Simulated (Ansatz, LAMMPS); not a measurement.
# Structural relaxation of glassy 29TiO2-71Al2O3 (mol %) (137 atoms)

Aim: bring glassy 29TiO2-71Al2O3 (mol %) (137 atoms) to a nearby minimum of the energy and see what moves.

Calculated with Ansatz 0.2.0; Kohn-Sham DFT, PBE, PAW (set soft_2), plane waves.

### 1. The starting structure

The cell holds 137 atoms: 9 Ti, 44 Al and 84 O. Cell: a = 11.391 Å, b = 11.391 Å, c = 11.391 Å, α = 90.0°, β = 90.0°, γ = 90.0°. 137 atoms (9 Ti, 44 Al, 84 O) placed at random at 3.12 g/cm³, melted at 4000 K for 10 ps at fixed volume with the Morse and Coulomb pair potential with partial charges (Pedone, Malavasi, Menziani, Cormack and Segre, J. Phys. Chem. B 110, 11780 (2006)). Quenched from 4000 K to 300 K at 1000 K/ps and fixed volume, held 10 ps at zero pressure.

What the set-up can't give: The quench rate of 1000 K/ps is orders of magnitude faster than experiment, which tends to freeze in extra defects. The network of bonds at the start is that of the classical potential that made the cell. The Brillouin zone is sampled at Γ only, in a cell whose shortest periodic width is 11 Å.

### 2. Single point at the start

The forces at the start show how far the geometry lies from a minimum of this functional.

input.yaml reads:

```yaml
crystal:
  lattice:
    - [11.39091, 0.0, 0.0]
    - [0.0, 11.39091, 0.0]
    - [0.0, 0.0, 11.39091]
  atoms:
    - { symbol: Ti, position: [0.76532, 0.97544, 0.0438] }
    - { symbol: Ti, position: [0.51792, 0.70657, 0.83575] }
    - { symbol: Ti, position: [0.79882, 0.00046, 0.31931] }
    - { symbol: Ti, position: [0.39481, 0.86204, 0.5312] }
    [... 127 atom lines left out ...]
    - { symbol: O, position: [0.59626, 0.83679, 0.79823] }
    - { symbol: O, position: [0.93227, 0.6924, 0.19923] }
    - { symbol: O, position: [0.74094, 0.78011, 0.57938] }
    - { symbol: O, position: [0.33177, 0.94499, 0.65616] }
    - { symbol: O, position: [0.87708, 0.2059, 0.81105] }
    - { symbol: O, position: [0.21927, 0.17637, 0.21152] }
kpoints:
  mp_grid: { grid: [1, 1, 1] }
hamiltonian:
  xc: pbe
scf:
  occupations: { method: gaussian, width: 0.05 }
output:
  forces: true
  stress: true
  populations: intrinsic
  dos:
    method: { smearing: { sigma: 0.15 } }
    de: 0.1
    projected: { site_lists: { Al: [Al], O: [O], Ti: [Ti] } }
  eigenvalues: true
```

Launch:

```bash
ansatz run input.yaml --threads 4 --pin off --max-ram 8192MiB --backend cpu --events-out ev --progress --plain --runs-dir out
```

Wall time 34 s (4 threads of Arm Neoverse V2, shared host); peak memory 2.2 GiB; 2.2 min of CPU time.

Numbers from this run:

```yaml
free_energy: -93983.0296 eV
free_energy_per_atom: -686.0075 eV/atom
scf_cycles: 11
pressure: 11.47 GPa
r_m_s_force_component: 0.9865 eV/Å
longest_force: 3.614 eV/Å
fermi_energy: 7.366 eV
spacing_of_highest_filled_and_lowest_empty_level: 2.44 eV
```

The r.m.s. force component of 0.99 eV/Å and the pressure of 11 GPa set the starting point.

Neighbours are counted within 2.19 Å (O-Al), 2.64 Å (O-Ti).

Length of the force by element and coordination:

```
element  coordination  atoms  mean length of the force (eV/Å)  spread  least   most
     Al           all     44                             1.54   0.760  0.311   3.40
     Al             4     36                             1.61   0.752  0.311   3.40
     Al             5      8                             1.23   0.719  0.425   2.86
      O           all     84                             1.52   0.717  0.260   3.42
      O             2     27                             1.59   0.788  0.260   3.42
      O             3     55                             1.51   0.680  0.273   3.39
      O             4      2                            0.889  0.0526  0.836  0.941
     Ti           all      9                             1.68   0.972  0.664   3.61
     Ti             4      3                             1.06   0.342  0.786   1.54
     Ti             5      5                             2.10    1.10  0.664   3.61
     Ti             6      1                             1.44       0   1.44   1.44
```

### 3. Relaxation

With the cell held, the atoms are moved downhill towards a nearby minimum.

input.yaml, the sections that differ from step 2:

```yaml
output:
  forces: true
relax:
  f_tol: 0.03
  max_steps: 200
# crystal, kpoints, hamiltonian, scf: as in step 2
```

It took 2.6 min on 4 threads; peak memory 2.2 GiB; 10 min of CPU time.

Step by step:

```
step  energy less that of the first step (eV)  largest force component (eV/Å)
   1                                   0.0000                          3.3005
   2                                  -4.8423                          2.0630
   3                                  -8.4001                          0.8794
   4                                  -9.4782                          0.3084
   5                                  -9.6419                          0.2452
   6                                  -9.6878                          0.2829
   7                                  -9.7713                          0.1842
   8                                  -9.7931                          0.0884
   9                                  -9.7967                          0.0559
  10                                  -9.7980                          0.0273
```

The atoms that moved most (Å):

```
atom      dx      dy      dz  length
 O98   0.467  -0.017   0.262   0.535
 O60  -0.126  -0.276   0.411   0.511
 Ti4  -0.286  -0.349   0.171   0.483
O128  -0.091   0.461   0.018   0.470
Al19  -0.353  -0.100  -0.287   0.465
 O85   0.277  -0.144   0.304   0.435
 O95  -0.287   0.205   0.109   0.369
Al35   0.290  -0.211   0.022   0.360
```

The relaxation changed the energy by -71.5 meV/atom, and atoms moved by 0.21 Å r.m.s., 0.54 Å at most.

### 4. Structure statistics after relaxation

Bonds before and after, by the cutoffs listed below:

```
pair  bonds before  bonds after  mean before (Å)  mean after (Å)  spread before (Å)  spread after (Å)
O-Al           198          206            1.830           1.851              0.160             0.114
O-Ti            43           45            1.898           1.941              0.165             0.184
```

Density 3.33 g/cm³, 10.79 Å³ an atom.

g(r), total and by pair (bins of 0.2 Å):

```
r (Å)  total   O-O  O-Al  O-Ti  Al-Al  Al-Ti  Ti-Ti
 1.60   0.02  0.00  0.06  0.00   0.00   0.00   0.00
 1.80   3.43  0.00  7.65  5.21   0.00   0.00   0.00
 2.00   0.91  0.00  1.65  3.21   0.00   0.00   0.00
 2.20   0.17  0.00  0.30  0.68   0.00   0.00   0.00
 2.40   0.22  0.53  0.03  0.14   0.00   0.00   0.00
 2.60   1.00  2.24  0.14  0.24   0.79   0.00   0.00
 2.80   1.40  2.96  0.28  0.10   1.56   0.19   0.00
 3.00   1.29  2.06  0.42  0.52   2.42   1.16   1.58
 3.20   1.25  1.19  0.79  0.68   2.96   2.71   2.88
 3.40   1.08  0.59  1.29  0.88   1.48   2.85   2.51
 3.60   0.77  0.52  1.00  0.90   0.47   1.29   0.00
 3.80   0.86  0.54  1.19  1.07   0.76   0.32   1.02
 4.00   0.98  0.54  1.44  1.60   0.45   0.83   0.94
 4.20   0.98  0.54  1.41  1.67   0.48   0.84   0.85
 4.40   1.06  0.66  1.41  1.29   0.93   1.23   0.78
 4.60   1.11  1.18  1.19  1.14   0.78   0.70   0.71
 4.80   1.02  1.25  0.84  0.95   1.00   0.78   1.88
 5.00   1.02  1.47  0.57  0.87   1.27   0.95   0.56
 5.20   0.96  1.38  0.59  0.89   0.94   1.09   0.00
 5.40   0.92  1.19  0.76  0.64   0.92   0.66   1.00
 5.60   0.93  1.04  0.78  0.57   1.27   1.04   1.38
```

Bonds by pair of elements; cutoffs follow the first minimum of g(r), held within bounds set by covalent radii, and pairs that aren't listed don't count as bonded:

```
pair A-B  cutoff (Å)  bonds  mean length (Å)  spread (Å)  shortest (Å)  B about A  A about B
    O-Al        2.43    206             1.85       0.114          1.69       2.45       4.68
    O-Ti        2.64     45             1.94       0.184          1.72      0.536          5
```

How many atoms have how many bonded neighbours:

```
element  mean  2   3   4   5  6
     Al  4.68  0   0  22  14  8
      O  2.99  9  67   8   0  0
     Ti     5  0   0   2   5  2
```

Bond angles, per cent of each kind in bins of 5°:

```
angle (°)  O-Al-O  Al-O-Al  O-Ti-O  Al-O-Ti
    70–75     0.8      0.5     3.3      0.0
    75–80     4.6      0.0     9.8      0.0
    80–85    10.7      2.2     4.3      0.0
    85–90    11.0      8.2    10.9      1.5
    90–95    11.0      7.6    10.9      3.0
   95–100     9.2      9.2    14.1     10.4
  100–105    10.2      5.4    12.0     10.4
  105–110     7.4      6.5     3.3      3.0
  110–115     8.4      8.7     4.3      3.0
  115–120     5.4     11.4     4.3     14.9
  120–125     5.6      9.8     2.2     13.4
  125–130     2.5     12.0     2.2     10.4
  130–135     1.8      7.1     5.4      6.0
  135–140     0.8      3.3     0.0      6.0
  140–145     0.5      2.7     1.1      3.0
  145–150     0.0      1.1     2.2      9.0
  150–155     0.5      1.6     2.2      1.5
  155–160     1.8      1.6     2.2      1.5
  160–165     1.3      0.0     1.1      3.0
  165–170     2.8      0.5     2.2      0.0
  170–175     3.1      0.5     2.2      0.0
  175–180     0.8      0.0     0.0      0.0
```

Bond angles (no mean is given where the spread exceeds 20°):

```
  angle  count  mean (°)  spread (°)
 O-Al-O    392         -           -
Al-O-Al    184       114        18.9
 O-Ti-O     92         -           -
Al-O-Ti     67       122          18
Ti-O-Ti      7       115        12.3
```

Oxygen atoms by the number of network formers (Si, P, Ge, B, Al, As, Ga) bound to them:

```
network formers bound to O  O atoms  per cent
                         0        1       1.2
                         1       14      16.7
                         2       22      26.2
                         3       40      47.6
                         4        7       8.3
```

Network units: each former by its oxygen neighbours and how many of them bridge to another former:

```
former  O neighbours  bridging O  atoms
    Al             4           2      1
    Al             4           3      5
    Al             4           4     16
    Al             5           4      4
    Al             5           5     10
    Al             6           4      1
    Al             6           5      1
    Al             6           6      6
```

Bond length by coordination (bonds to H left out):

```
element  coordination  atoms  mean bond length (Å)
     Al             4     22                  1.78
     Al             5     14                  1.89
     Al             6      8                  1.93
      O             2      9                  1.76
      O             3     67                  1.86
      O             4      8                  1.98
     Ti             4      2                  1.83
     Ti             5      5                  1.93
     Ti             6      2                  2.04
```

Rings of the network by King's shortest-path rule, up to 12 atoms, one path for each pair of neighbours; H, halogens, alkali and alkaline-earth atoms are left out, and the last column divides by all other atoms, bonded or not:

```
ring size (atoms)  rings  per network atom
                4     39             0.285
                6     93             0.679
                8    134             0.978
               10     33             0.241
               12      1             0.007
```

For some of the pairs, g(r) has its first main peak near 2.8 Å (O-O), 1.8 Å (O-Al), 1.9 Å (O-Ti), 3.2 Å (Al-Al) and 3.3 Å (Al-Ti). Counting bonds as in the table, 50 % of Al atoms have 4, 80 % of O atoms have 3 and 56 % of Ti atoms have 5 bonded neighbours. Counting bonds to Al alone, not to Ti, 26 % of the oxygens join two of these atoms and 17 % one; 48 % join three; 8 % join four; 1 % join none. The commonest Al unit has 4 oxygens, 4 of them shared with other formers (16 of 44 atoms). Rings of 8 atoms are the most common (45 % of those counted); sizes run from 4 to 12, where the search stops.

### 5. Single point at the relaxed geometry

One more single point at the end of the walk gives the fuller output and checks the residual forces.

input.yaml reads:

```yaml
crystal:
  lattice:
    - [11.39091, 0.0, 0.0]
    - [0.0, 11.39091, 0.0]
    - [0.0, 0.0, 11.39091]
  atoms:
    - { symbol: Ti, position: [0.77142, 0.98231, 0.0334] }
    - { symbol: Ti, position: [0.52395, 0.71064, 0.83207] }
    - { symbol: Ti, position: [0.80556, 0.99821, 0.30622] }
    - { symbol: Ti, position: [0.36969, 0.83136, 0.54618] }
    [... 127 atom lines left out ...]
    - { symbol: O, position: [0.59098, 0.83772, 0.78628] }
    - { symbol: O, position: [0.9181, 0.68599, 0.20453] }
    - { symbol: O, position: [0.72992, 0.77916, 0.57225] }
    - { symbol: O, position: [0.30797, 0.93459, 0.66164] }
    - { symbol: O, position: [0.89512, 0.20022, 0.80881] }
    - { symbol: O, position: [0.22581, 0.16323, 0.20792] }
kpoints:
  mp_grid: { grid: [1, 1, 1] }
hamiltonian:
  xc: pbe
scf:
  occupations: { method: gaussian, width: 0.05 }
output:
  forces: true
  stress: true
  populations: true
  dos:
    method: { smearing: { sigma: 0.1 } }
    de: 0.1
    projected: { site_lists: { Al: [Al], O: [O], Ti: [Ti] } }
  eigenvalues: true
  write_density: true
  write_potential: true
  volumetric_format: npy
  elf: true
```

Wall time 35 s (4 threads); peak memory 2.2 GiB.

Read from the output:

```yaml
free_energy: -93992.8276 eV
free_energy_per_atom: -686.0790 eV/atom
scf_cycles: 11
pressure: 4.581 GPa
r_m_s_force_component: 0.00619 eV/Å
longest_force: 0.0355 eV/Å
fermi_energy: 7.313 eV
spacing_of_highest_filled_and_lowest_empty_level: 3.008 eV
spilling_of_the_projection: 0.007022
```

Löwdin charges by element and coordination (they lack the spilled electrons, 0.038 e an atom on average):

```
element  coordination  atoms  mean charge (e)  spread   least    most
     Al           all     44             1.32  0.0382    1.22    1.37
     Al             4     22             1.34  0.0217    1.30    1.37
     Al             5     14             1.31  0.0279    1.26    1.36
     Al             6      8             1.26  0.0227    1.22    1.30
      O           all     84           -0.780  0.0785  -0.858  -0.547
      O             2      9           -0.617  0.0463  -0.706  -0.547
      O             3     67           -0.800   0.058  -0.858  -0.662
      O             4      8           -0.797  0.0291  -0.824  -0.727
     Ti           all      9             1.42  0.0224    1.39    1.46
     Ti             4      2             1.42  0.0277    1.39    1.45
     Ti             5      5             1.42  0.0218    1.40    1.46
     Ti             6      2             1.44  0.0027    1.44    1.44
```

Density of states as counts of states in windows of 1 eV (from the Fermi level), total and the larger projections:

```
from (eV)  to (eV)  total   O p  Ti d  Al p
      -14       -9    0.0   0.0   0.0   0.0
       -9       -8    2.2   1.6   0.0   0.1
       -8       -7   43.4  32.2   0.8   2.9
       -7       -6   53.9  40.5   1.9   5.8
       -6       -5   80.2  63.1   4.2   8.4
       -5       -4  100.6  84.6   5.5   6.4
       -4       -3   98.3  88.3   3.6   3.3
       -3       -2   95.4  89.5   2.1   1.6
       -2       -1   29.9  28.6   0.4   0.4
       -1        1    0.0   0.0   0.0   0.0
        1        2   11.2   1.5   9.1   0.2
        2        3   38.7   5.9  28.5   0.9
        3        4   27.8   5.4  18.3   1.0
        4        5   22.4   4.2   7.9   3.6
```

Between -26 and -14 eV lie 168 more states.

The stored curve holds about 672 of the 744 electrons; the rest, give or take the few that broadening carries across the Fermi level, lie in deeper levels below its range.

The levels nearest the highest filled one (over half full), pooled over k-points and spins:

```
level less the highest filled one (eV)  occupation
                                -0.191           2
                                -0.164           2
                                -0.104           2
                               -0.0357           2
                                -0.011           2
                                     0           2
                                  3.01           0
                                  3.13           0
                                  3.24           0
                                  3.47           0
                                  3.49           0
                                  3.51           0
```

Mean Löwdin charges: Al +1.32, O -0.78, Ti +1.42 e (they miss 0.70 % of the electrons, so they add up to more than the cell's charge). The largest share in the top eV of filled states is O p (96 % of the projected weight), and in the lowest eV of empty states Ti d (80 % of the projected weight).

### 6. Outcome

| Quantity | Value |
| --- | --- |
| energy change in the relaxation | -71.52 meV/atom |
| r.m.s. displacement | 0.212 Å |
| largest displacement | 0.535 Å |
| free energy per atom | -686.0790 eV/atom |
| pressure | 4.581 GPa |
| r.m.s. force component | 0.00619 eV/Å |
| gap (highest filled to lowest empty level) | 3.008 eV |
| wall time of the 4 DFT runs, those left out included | 4.3 min |

What this shows: Relaxation lowers the energy by 71.5 meV/atom and moves atoms by 0.21 Å r.m.s.; the r.m.s. force component goes from 0.99 to 0.0062 eV/Å, the pressure goes from 11 to 4.6 GPa, and the gap from 2.44 to 3.01 eV. By the final cutoffs 1 of 241 bonded pairs parted and 11 joined. From the first step to the last the energy fell by 9.798 eV, and the largest move was 0.54 Å (O98). The O-Ti bonds change most in mean length: from 1.898 Å (spread 0.165) to 1.941 Å (spread 0.184), and their number from 43 to 45. Counting bonds as in the table, 50 % of Al atoms have 4, 80 % of O atoms have 3 and 56 % of Ti atoms have 5 bonded neighbours. Counting bonds to Al alone, not to Ti, 26 % of the oxygens join two of these atoms and 17 % one; 48 % join three; 8 % join four; 1 % join none. Between filled and empty levels lie 3.01 eV (at Γ alone); a semilocal functional tends to put such gaps too low. In a disordered cell it changes from sample to sample, and tail or defect levels can set it.

Caveats: The network of bonds at the start is that of the classical potential that made the cell; in DFT 1 of its 241 bonded pairs passed out of the cutoffs and 11 came within them. The stress is far from hydrostatic: its diagonal is 2.0, 5.7, 6.0 GPa, compression counted positive. The pressure of 4.6 GPa shows the cell to be compressed for this functional.

[Logs are printed without paths, hosts, clocks, repeated set-up lines and the standing remarks that a program may print on its own settings, such as how far it seeks lower states.]

[Hosts, paths, dates, database ids (printed as entryN), source tags and the programs' standing remarks are cut or masked in the printed files.]
